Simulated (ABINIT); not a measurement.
# Quasiparticle gap of Na2H6Pt (Fm-3m) in ABINIT, part 2 of 3

How does a plane-wave GW calculation on Na2H6Pt (Fm-3m) run from the first input to the gap?

ABINIT 10.8.3; LDA and many-body steps on it, plane waves. Known limits of the many-body steps: not at the basis limit; no spin polarisation; d states lean on the start; no spin-orbit coupling; coarse k mesh.

So far. Step 2 (Ground state): The gap is indirect, with the least direct gap 0.81 eV higher.

## 3. Bands along the symmetry lines

Level of this step: DFT, LDA, plane waves, norm-conserving pseudopotentials (ABINIT).

Levels along a band path, at the cheap level, show where the edges lie and whether the meshes to come will hold them.

File run.abi:

```
acell 3*1.0 Angstrom
rprim 
  0.000000000000 3.629315950000 3.629315950000
  3.629315950000 -0.000000000000 3.629315950000
  3.629315950000 3.629315950000 -0.000000000000
ntypat 3
znucl 11 1 78
natom 9
typat 1 1 2 2 2 2 2 2 3
xred 
  0.750000000000 0.750000000000 0.750000000000
  0.250000000000 0.250000000000 0.250000000000
  0.774464350000 0.774464350000 0.225535650000
  0.225535650000 0.774464350000 0.225535650000
  0.774464350000 0.225535650000 0.225535650000
  0.225535650000 0.225535650000 0.774464350000
  0.774464350000 0.225535650000 0.774464350000
  0.225535650000 0.774464350000 0.774464350000
  0.000000000000 0.000000000000 0.000000000000
pp_dirpath "pseudos"
pseudos "Na.upf, H.upf, Pt.upf"
ecut 38
iscf -2
irdden 1
kptopt 0
nkpt 26
kpt 
  0.00000000 0.00000000 0.00000000
  0.12500000 0.00000000 0.12500000
  0.25000000 0.00000000 0.25000000
  0.37500000 0.00000000 0.37500000
  0.50000000 0.00000000 0.50000000
  0.53125000 0.06250000 0.53125000
  0.56250000 0.12500000 0.56250000
  0.59375000 0.18750000 0.59375000
  0.62500000 0.25000000 0.62500000
  0.37500000 0.37500000 0.75000000
  0.28125000 0.28125000 0.56250000
  0.18750000 0.18750000 0.37500000
  0.09375000 0.09375000 0.18750000
  0.00000000 0.00000000 0.00000000
  0.12500000 0.12500000 0.12500000
  0.25000000 0.25000000 0.25000000
  0.37500000 0.37500000 0.37500000
  0.50000000 0.50000000 0.50000000
  0.50000000 0.43750000 0.56250000
  0.50000000 0.37500000 0.62500000
  0.50000000 0.31250000 0.68750000
  0.50000000 0.25000000 0.75000000
  0.50000000 0.18750000 0.68750000
  0.50000000 0.12500000 0.62500000
  0.50000000 0.06250000 0.56250000
  0.50000000 0.00000000 0.50000000
istwfk *1
nband 28
nbdbuf 2
tolwfr 1e-08
nstep 40
prtwf 0
prtvol 0
indata_prefix "in"
outdata_prefix "out"
tmpdata_prefix "tmp"
```

Command:

```
$ OMP_NUM_THREADS=1 mpirun -n 4 abinit run.abi > log
```

Numbers of over 12 decimals in the logs are rounded to 6 here.

What it wrote:

```text
.Version 10.8.3 of ABINIT. v10.8.2 released Aug 2026.

 Symmetries : space group Fm -3 m (#225); Bravais cF (face-center cubic)
[... echo of the input left out ...]
== DATASET  1 ==================================================================
-   mpi_nproc: 4, omp_nthreads: 1 (-1 if OMP is not activated)

--- !DatasetInfo
iteration_state: {dtset: 1, }
dimensions: {natom: 9, nkpt: 26, mband: 28, nsppol: 1, nspinor: 1, nspden: 1, mpw: 7261, }
cutoff_energies: {ecut:  38.0, pawecutdg:  -1.0, }
electrons: {nelect:   4.20000000E+01, charge:   0.00000000E+00, occopt:   1.00000000E+00, tsmear:   1.00000000E-02, }

 Real(R)+Recip(G) space primitive vectors, cartesian coordinates (Bohr,Bohr^-1):
 R(1)=  0.0000000  6.8584132  6.8584132  G(1)= -0.0729032  0.0729032  0.0729032
 R(2)=  6.8584132  0.0000000  6.8584132  G(2)=  0.0729032 -0.0729032  0.0729032
 R(3)=  6.8584132  6.8584132  0.0000000  G(3)=  0.0729032  0.0729032 -0.0729032
 Unit cell volume ucvol=  6.4520976E+02 bohr^3
 Angles (23,13,12)=  6.00000000E+01  6.00000000E+01  6.00000000E+01 degrees

 getcut: wavevector=  0.0000  0.0000  0.0000  ngfft=  54  54  54
         ecut(hartree)=     38.000   => boxcut(ratio)=   2.00700

--- Pseudopotential description ------------------------------------------------
- Na Generated using ONCVPSP code by D. R. Hamann
- 11.00000   9.00000  180309                  znucl, zion, pspdat
12 -1012 1 -1 1968                            pspcod,pspxc,lmax,lloc,mmax
     nproj     2     2     0     0
  pspatm : epsatm=    9.37365322
         --- l  ekb(1:nproj) -->
             0    2.664741   -0.674314
             1   -6.796556   -2.419774
 pspatm: atomic psp has been read  and splines computed

- H Generated using ONCVPSP code by D. R. Hamann
-  1.00000   1.00000  180309                  znucl, zion, pspdat
12 -1012 1 -1 1180                            pspcod,pspxc,lmax,lloc,mmax
     nproj     2     1     0     0
  pspatm : epsatm=    0.35439867
         --- l  ekb(1:nproj) -->
             0   -1.665338   -0.519510
             1   -0.275071
 pspatm: atomic psp has been read  and splines computed

- Pt Generated using ONCVPSP code by D. R. Hamann
- 78.00000  18.00000  180309                  znucl, zion, pspdat
12 -1012 3 -1 1340                            pspcod,pspxc,lmax,lloc,mmax
     nproj     2     2     2     2
  pspatm : epsatm=   26.53268550
         --- l  ekb(1:nproj) -->
[...]
pspatm: atomic psp has been read  and splines computed

--------------------------------------------------------------------------------

================================================================================
 prteigrs : about to open file out_EIG
 Non-SCF case, kpt    1 (  0.00000  0.00000  0.00000), residuals and eigenvalues=
  3.65E-09  2.03E-09  3.12E-09  5.18E-09  2.28E-09  2.85E-09  1.73E-09  3.23E-09
[...]
Non-SCF case, kpt   26 (  0.50000  0.00000  0.50000), residuals and eigenvalues=
[...]
-1.7843E-01 -1.5772E-01 -1.4913E-01 -5.2532E-02 -4.8561E-02 -3.7281E-02
 -3.7281E-02 -1.8593E-02 -1.8593E-02  1.3263E-01  2.5621E-01  3.0497E-01
[...]
--- !ResultsGS
iteration_state: {dtset: 1, }
comment   : Summary of ground state results
lattice_vectors:
- [  0.0000000,   6.8584132,   6.8584132, ]
- [  6.8584132,  -0.0000000,   6.8584132, ]
- [  6.8584132,   6.8584132,  -0.0000000, ]
lattice_lengths: [   9.69926,    9.69926,    9.69926, ]
lattice_angles: [ 60.000,  60.000,  60.000, ] # degrees, (23, 13, 12)
lattice_volume:   6.4520976E+02
convergence: {deltae:  0.000E+00, res2:  0.000E+00, residm:  9.981E-09, diffor:  0.000E+00, }
etotal    :  -2.25490342E+02
entropy   :   0.00000000E+00
fermie    :   1.13493423E-02
cartesian_stress_tensor: null
pressure_GPa: null
xred      :
- [  7.5000E-01,   7.5000E-01,   7.5000E-01, Na]
- [  2.5000E-01,   2.5000E-01,   2.5000E-01, Na]
- [  7.7446E-01,   7.7446E-01,   2.2554E-01,  H]
- [  2.2554E-01,   7.7446E-01,   2.2554E-01,  H]
- [  7.7446E-01,   2.2554E-01,   2.2554E-01,  H]
- [  2.2554E-01,   2.2554E-01,   7.7446E-01,  H]
- [  7.7446E-01,   2.2554E-01,   7.7446E-01,  H]
- [  2.2554E-01,   7.7446E-01,   7.7446E-01,  H]
- [  0.0000E+00,   0.0000E+00,   0.0000E+00, Pt]
cartesian_forces: null
force_length_stats: {min: null, max: null, mean: null, }

 Integrated electronic density in atomic spheres:
 ------------------------------------------------
 Atom  Sphere_radius  Integrated_density
[...]
================================================================================

 ----iterations are completed or convergence reached----

 Mean square residual over all n,k,spin=   48.824E-10; max=  99.815E-10
 reduced coordinates (array xred) for    9 atoms
[...]
0.225535650000      0.774464350000      0.774464350000
       0.000000000000      0.000000000000      0.000000000000

 cartesian coordinates (angstrom) at end:
[...]
length scales=  1.889726125908  1.889726125908  1.889726125908 bohr
              =  1.000000000000  1.000000000000  1.000000000000 angstroms
 prteigrs : about to open file out_EIG
 Eigenvalues (hartree) for nkpt=  26  k points:
 kpt#   1, nband= 28, wtk=  1.00000, kpt=  0.0000  0.0000  0.0000 (reduced coord)
[...]
kpt#   2, nband= 28, wtk=  1.00000, kpt=  0.1250  0.0000  0.1250 (reduced coord)
[...]
kpt#   3, nband= 28, wtk=  1.00000, kpt=  0.2500  0.0000  0.2500 (reduced coord)
[...]
kpt#  25, nband= 28, wtk=  1.00000, kpt=  0.5000  0.0625  0.5625 (reduced coord)
[...]
0.32580    0.39309    0.39494    0.40833
 kpt#  26, nband= 28, wtk=  1.00000, kpt=  0.5000  0.0000  0.5000 (reduced coord)
[...]
-0.77466   -0.77360   -0.77360   -0.77350   -0.17843   -0.15772   -0.14913   -0.05253
  -0.04856   -0.03728   -0.03728   -0.01859   -0.01859    0.13263    0.25621    0.30497
   0.32789    0.39355    0.39355    0.41493

== END DATASET(S) ==============================================================
================================================================================

 -outvars: echo values of variables after computation  --------
            nband          28
             nkpt          26
          spgroup         225
 [... the other variables as echoed above ...]

 Calculation completed.
```

Run time: 31 s. Hardware: 4 MPI ranks of Intel Xeon Platinum 8488C (Sapphire Rapids), shared host; peak memory 0.42 GiB.

Numbers from this step:

* gap: 3.283 eV
* k of the valence top: 0.1875, 0.1875, 0.375
* k of the conduction bottom: 0.5, 0, 0.5
* least direct gap: 4.115 eV

The gap is 3.283 eV, −0.017 eV from the run before at this level.

The electronic bands at the labelled points (eV, zero at the top of the highest filled band):

```tsv
point	band 18	band 19	band 20	band 21	band 22	band 23	band 24	band 25
Γ	-1.52	-0.25	-0.25	-0.25	5.58	7.25	7.25	8.20
halfway	-1.47	-0.95	-0.51	-0.51	4.61	7.17	7.33	7.53
X	-1.34	-1.34	-0.83	-0.83	3.28	6.65	7.97	8.60
halfway	-1.35	-1.30	-0.98	-0.75	3.52	6.79	7.52	8.49
U	-1.36	-1.25	-1.17	-0.53	4.05	6.71	7.20	8.23
jump to K	-1.36	-1.25	-1.17	-0.53	4.05	6.71	7.20	8.23
halfway	-1.46	-1.35	-0.57	0.00	5.67	5.89	7.02	7.64
Γ	-1.52	-0.25	-0.25	-0.25	5.58	7.25	7.25	8.20
halfway	-1.48	-1.23	-0.15	-0.15	6.17	6.17	6.49	7.61
L	-1.43	-1.43	-0.06	-0.06	5.60	5.60	6.62	6.95
halfway	-1.41	-1.40	-0.63	-0.31	4.82	5.87	7.38	7.83
W	-1.34	-1.09	-1.09	-0.96	4.48	6.06	7.63	7.63
halfway	-1.34	-1.27	-0.91	-0.90	3.75	6.92	7.09	8.35
X	-1.34	-1.34	-0.83	-0.83	3.28	6.65	7.97	8.60
```

## 4. Empty states on the mesh, 2×2×2 mesh, 92 bands

The sums over transitions need many empty states on a uniform mesh; this step solves for them.

File run.abi:

```
acell 3*1.0 Angstrom
rprim 
  0.000000000000 3.629315950000 3.629315950000
  3.629315950000 -0.000000000000 3.629315950000
  3.629315950000 3.629315950000 -0.000000000000
ntypat 3
znucl 11 1 78
natom 9
typat 1 1 2 2 2 2 2 2 3
xred 
  0.750000000000 0.750000000000 0.750000000000
  0.250000000000 0.250000000000 0.250000000000
  0.774464350000 0.774464350000 0.225535650000
  0.225535650000 0.774464350000 0.225535650000
  0.774464350000 0.225535650000 0.225535650000
  0.225535650000 0.225535650000 0.774464350000
  0.774464350000 0.225535650000 0.774464350000
  0.225535650000 0.774464350000 0.774464350000
  0.000000000000 0.000000000000 0.000000000000
pp_dirpath "pseudos"
pseudos "Na.upf, H.upf, Pt.upf"
ecut 38
ngkpt 2 2 2
nshiftk 1
shiftk 0 0 0
kptopt 1
chksymbreak 0
iscf -2
irdden 1
istwfk *1
nband 92
nbdbuf 8
tolwfr 1e-09
nstep 60
prtvol 0
indata_prefix "in"
outdata_prefix "out"
tmpdata_prefix "tmp"
```

What it wrote:

```text
.Version 10.8.3 of ABINIT. v10.8.2 released Aug 2026.

 Symmetries : space group Fm -3 m (#225); Bravais cF (face-center cubic)
[... echo of the input left out ...]
== DATASET  1 ==================================================================
-   mpi_nproc: 4, omp_nthreads: 1 (-1 if OMP is not activated)
-    --> not optimal distribution: autoparal keyword recommended in input file <--

--- !DatasetInfo
iteration_state: {dtset: 1, }
dimensions: {natom: 9, nkpt: 3, mband: 92, nsppol: 1, nspinor: 1, nspden: 1, mpw: 7239, }
cutoff_energies: {ecut:  38.0, pawecutdg:  -1.0, }
electrons: {nelect:   4.20000000E+01, charge:   0.00000000E+00, occopt:   1.00000000E+00, tsmear:   1.00000000E-02, }

 Real(R)+Recip(G) space primitive vectors, cartesian coordinates (Bohr,Bohr^-1):
 R(1)=  0.0000000  6.8584132  6.8584132  G(1)= -0.0729032  0.0729032  0.0729032
 R(2)=  6.8584132  0.0000000  6.8584132  G(2)=  0.0729032 -0.0729032  0.0729032
 R(3)=  6.8584132  6.8584132  0.0000000  G(3)=  0.0729032  0.0729032 -0.0729032
 Unit cell volume ucvol=  6.4520976E+02 bohr^3
 Angles (23,13,12)=  6.00000000E+01  6.00000000E+01  6.00000000E+01 degrees

 getcut: wavevector=  0.0000  0.0000  0.0000  ngfft=  54  54  54
         ecut(hartree)=     38.000   => boxcut(ratio)=   2.00700

--- Pseudopotential description ------------------------------------------------
- Na Generated using ONCVPSP code by D. R. Hamann
- 11.00000   9.00000  180309                  znucl, zion, pspdat
12 -1012 1 -1 1968                            pspcod,pspxc,lmax,lloc,mmax
     nproj     2     2     0     0
  pspatm : epsatm=    9.37365322
         --- l  ekb(1:nproj) -->
             0    2.664741   -0.674314
             1   -6.796556   -2.419774
 pspatm: atomic psp has been read  and splines computed

- H Generated using ONCVPSP code by D. R. Hamann
-  1.00000   1.00000  180309                  znucl, zion, pspdat
12 -1012 1 -1 1180                            pspcod,pspxc,lmax,lloc,mmax
     nproj     2     1     0     0
  pspatm : epsatm=    0.35439867
         --- l  ekb(1:nproj) -->
             0   -1.665338   -0.519510
             1   -0.275071
 pspatm: atomic psp has been read  and splines computed

- Pt Generated using ONCVPSP code by D. R. Hamann
- 78.00000  18.00000  180309                  znucl, zion, pspdat
12 -1012 3 -1 1340                            pspcod,pspxc,lmax,lloc,mmax
     nproj     2     2     2     2
  pspatm : epsatm=   26.53268550
         --- l  ekb(1:nproj) -->
[...]
pspatm: atomic psp has been read  and splines computed

--------------------------------------------------------------------------------

================================================================================
 prteigrs : about to open file out_EIG
 Non-SCF case, kpt    1 (  0.00000  0.00000  0.00000), residuals and eigenvalues=
[...]
1.40E-10  8.27E-10  1.22E-10  2.86E-10  7.27E-10  5.92E-10  1.46E-10  9.51E-10
[...]
1.46E-08  9.78E-07  3.19E-06  4.40E-05
 -3.5674E+00 -1.8786E+00 -1.8786E+00 -1.8786E+00 -1.7843E+00 -1.7842E+00
 -7.7452E-01 -7.7452E-01 -7.7452E-01 -7.7369E-01 -7.7369E-01 -7.7369E-01
 -2.1577E-01 -1.5236E-01 -1.5236E-01 -4.4000E-02 -4.4000E-02 -4.4000E-02
[...]
1.4906E+00  1.4906E+00  1.4906E+00  1.5529E+00  1.5720E+00  1.5720E+00
  1.5720E+00  1.6566E+00  1.6566E+00  1.6566E+00  1.6574E+00  1.6574E+00
  1.7401E+00  1.7401E+00
 prteigrs : prtvol=0 or 1, do not print more k-points.

--- !ResultsGS
iteration_state: {dtset: 1, }
comment   : Summary of ground state results
lattice_vectors:
- [  0.0000000,   6.8584132,   6.8584132, ]
- [  6.8584132,  -0.0000000,   6.8584132, ]
- [  6.8584132,   6.8584132,  -0.0000000, ]
lattice_lengths: [   9.69926,    9.69926,    9.69926, ]
lattice_angles: [ 60.000,  60.000,  60.000, ] # degrees, (23, 13, 12)
lattice_volume:   6.4520976E+02
convergence: {deltae:  0.000E+00, res2:  0.000E+00, residm:  9.913E-10, diffor:  0.000E+00, }
etotal    :  -2.25490342E+02
entropy   :   0.00000000E+00
fermie    :   1.13493423E-02
cartesian_stress_tensor: null
pressure_GPa: null
xred      :
- [  7.5000E-01,   7.5000E-01,   7.5000E-01, Na]
- [  2.5000E-01,   2.5000E-01,   2.5000E-01, Na]
- [  7.7446E-01,   7.7446E-01,   2.2554E-01,  H]
- [  2.2554E-01,   7.7446E-01,   2.2554E-01,  H]
- [  7.7446E-01,   2.2554E-01,   2.2554E-01,  H]
- [  2.2554E-01,   2.2554E-01,   7.7446E-01,  H]
- [  7.7446E-01,   2.2554E-01,   7.7446E-01,  H]
- [  2.2554E-01,   7.7446E-01,   7.7446E-01,  H]
- [  0.0000E+00,   0.0000E+00,   0.0000E+00, Pt]
cartesian_forces: null
force_length_stats: {min: null, max: null, mean: null, }

 Integrated electronic density in atomic spheres:
 ------------------------------------------------
 Atom  Sphere_radius  Integrated_density
[...]
================================================================================

 ----iterations are completed or convergence reached----

 Mean square residual over all n,k,spin=   43.152E-11; max=  99.134E-11
 reduced coordinates (array xred) for    9 atoms
[...]
0.225535650000      0.774464350000      0.774464350000
       0.000000000000      0.000000000000      0.000000000000

 cartesian coordinates (angstrom) at end:
    1      5.443974     5.443974     5.443974
    2      1.814658     1.814658     1.814658
[...]
9      0.000000     0.000000     0.000000
 length scales=  1.889726125908  1.889726125908  1.889726125908 bohr
              =  1.000000000000  1.000000000000  1.000000000000 angstroms
 prteigrs : about to open file out_EIG
 Eigenvalues (hartree) for nkpt=   3  k points:
 kpt#   1, nband= 92, wtk=  0.12500, kpt=  0.0000  0.0000  0.0000 (reduced coord)
[...]
1.20624    1.24818    1.28366    1.39632    1.49036    1.49036    1.49063    1.49063
   1.49063    1.55290    1.57200    1.57200    1.57200    1.65661    1.65661    1.65661
   1.65739    1.65739    1.74009    1.74010
 prteigrs : prtvol=0 or 1, do not print more k-points.

== END DATASET(S) ==============================================================
================================================================================

 -outvars: echo values of variables after computation  --------
            nband          92
             nkpt           3
          spgroup         225
 [... the other variables as echoed above ...]

 Calculation completed.
```

Elapsed: 21 s, on 4 MPI ranks; peak memory 0.38 GiB; 82 s of CPU time.

Numbers from this step:

| Property | Result |
| --- | --- |
| gap | 3.341 eV |
| k of the valence top | 0.5, 0, 0 |
| k of the conduction bottom | 0.5, 0.5, 0 |
| least direct gap | 4.115 eV |
| k points computed | 3 |
| lowest point of the top converged band, above the valence top | 40.58 eV |

On this mesh the gap is 3.341 eV. The earlier step found 3.300 eV, so this mesh misses an edge.

## 5. Screening, 2×2×2 mesh, 84 bands, screening to 106.1 eV

The RPA dielectric matrix is built and inverted for each q.

This step: RPA screening on LDA, plane waves, norm-conserving pseudopotentials.

run.abi: that of step 4 with these lines changed.

```diff
@@ -27,10 +27,11 @@
 chksymbreak 0
-iscf -2
-irdden 1
 istwfk *1
-nband 92
-nbdbuf 8
-tolwfr 1e-09
-nstep 60
-prtvol 0
+occopt 1
+irdwfk 1
+optdriver 3
+nband 84
+ecuteps 3.9
+inclvkb 2
+awtr 1
+symchi 1
 indata_prefix "in"
```

What it wrote:

```text
.Version 10.8.3 of ABINIT. v10.8.2 released Aug 2026.

 Symmetries : space group Fm -3 m (#225); Bravais cF (face-center cubic)
[... echo of the input left out ...]
== DATASET  1 ==================================================================
-   mpi_nproc: 4, omp_nthreads: 1 (-1 if OMP is not activated)

--- !DatasetInfo
iteration_state: {dtset: 1, }
dimensions: {natom: 9, nkpt: 3, mband: 84, nsppol: 1, nspinor: 1, nspden: 1, mpw: 7239, }
cutoff_energies: {ecut:  38.0, pawecutdg:  -1.0, }
electrons: {nelect:   4.20000000E+01, charge:   0.00000000E+00, occopt:   1.00000000E+00, tsmear:   1.00000000E-02, }

 SCREENING: Calculation of the susceptibility and dielectric matrices

 Based on a program developped by R.W. Godby, V. Olevano, G. Onida, and L. Reining.
 Incorporated in ABINIT by V. Olevano, G.-M. Rignanese, and M. Torrent.
.Using double precision arithmetic ; gwpc =  8

[... cell and pseudopotentials left out ...]
--------------------------------------------------------------------------------

 ==== K-mesh for the wavefunctions ====
 Number of points in the irreducible wedge :     3
[... list of points left out ...]
 Together with 48 symmetry operations and time-reversal symmetry
 yields     8 points in the full Brillouin Zone.

 ==== Q-mesh for the screening function ====
 Number of points in the irreducible wedge :     3
[... list of points left out ...]
 Together with 48 symmetry operations and time-reversal symmetry
 yields     8 points in the full Brillouin Zone.

 setmesh: FFT mesh size selected  =    36x   36x   36
          total number of points  =        46656

 vcoul_init : cutoff-mode = AUXILIARY_FUNCTION
 q-points for optical limit:   1
     1)      0.000010    0.000020    0.000030

- screening: taking advantage of time-reversal symmetry
- Maximum band index for partially occupied states nbvw = 21
- Remaining bands to be divided among processors   nbcw = 63
- Number of bands treated by each node ~15

 Number of electrons calculated from density =   42.0000; Expected =   42.0000
 average of density, n =  0.065095
 r_s =    1.5421
 omega_plasma =   24.6110 [eV]

 calculating chi0 at frequencies [eV] :
  1    0.000000E+00    0.000000E+00
  2    0.000000E+00    2.461103E+01

--------------------------------------------------------------------------------
  q-point number  1        q = ( 0.000000, 0.000000, 0.000000) [r.l.u.]
--------------------------------------------------------------------------------
[... chi0 elements left out ...]
 For q-point:  0.000010 0.000020 0.000030
  dielectric constant =   4.1034
  dielectric constant without local fields =   5.0965

  Average fulfillment of the sum rule on Im[epsilon] for q-point    1 :     42.92  [%]
[... wings left out ...]
  q-point number  2        q = ( 0.500000, 0.000000, 0.000000) [r.l.u.]
--------------------------------------------------------------------------------
[... chi0 elements left out ...]
  Average fulfillment of the sum rule on Im[epsilon] for q-point    2 :     49.69  [%]

 [... 1 further q-points ...]
```

Run time: 10 s. Hardware: 4 MPI ranks; peak memory 1.1 GiB.

Numbers from this step:

| Item | Value |
| --- | --- |
| ε∞ with local fields, on this mesh, along the program's q direction | 4.103 |
| the same without local fields | 5.096 |
| plasma frequency | 24.61 eV |
| plane waves in the screening matrix | 259 |

Local fields lower ε∞ by 19 %. On a Γ-centred mesh this coarse the value itself is usually too large, while a short band sum pulls it down.

[end of part 2 of 3]

[Paths, hosts, dates, memory and timing lines, banners, echoed tables and standing remarks are left out of the program output.]

[Logs are printed without paths, hosts, clocks, repeated set-up lines and the standing remarks that a program may print on its own settings, such as how far it seeks lower states.]

[Runs of the session that timed out or met a known fault of the program may be left out.]

[Hosts, paths, dates, database ids (printed as entryN), source tags and the programs' standing remarks are cut or masked in the printed files.]

[G0W0 gaps are taken among the corrected bands and points alone; a level outside them can change the order at an edge.]

[Where Ansatz stands beside ABINIT at settings called matched, ABINIT's density can come from a denser mesh and the files from another edition; pairs whose starting gaps differed by over 0.03 eV were left out, so agreement reads better than it is.]
